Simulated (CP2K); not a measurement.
Two runs for the O K edge of water. Run A: CP2K XAS_TDP, all-electron GAPW, PBEh(45%), aug-cc-pVTZ, TDA, no relativity. Run B differs in one setting.

First lines with a strength over 0.0015. A:

```csv
atom,energy (eV),states,"strength, one atom"
O1 (bonded to 2 H),529.23,1,0.0148
,530.70,1,0.0307
,532.49,1,0.0124
,532.75,1,0.0153
,533.12,1,0.0116
```

B:

```csv
atom,energy (eV),states,"strength, one atom"
O1 (bonded to 2 H),533.59,1,0.0147
,535.06,1,0.0305
,536.86,1,0.0123
,537.11,1,0.0152
,537.48,1,0.0115
```

**Question.** Which was it: the basis, scalar relativity switched on, GW2X switched on, the functional?

GW2X switched on. GW2X shifts an atom's lines together and keeps their spacings. Against PBEh(45%) in aug-cc-pVTZ, the leading line moves by +4.36 eV, to 533.59 eV.

[Banner, clock and machine lines of the logs are left out without a mark of their own.]

[Logs are printed without paths, hosts, clocks, repeated set-up lines and the standing remarks that a program may print on its own settings, such as how far it seeks lower states.]

[Hosts, paths, dates, database ids (printed as entryN), source tags and the programs' standing remarks are cut or masked in the printed files.]
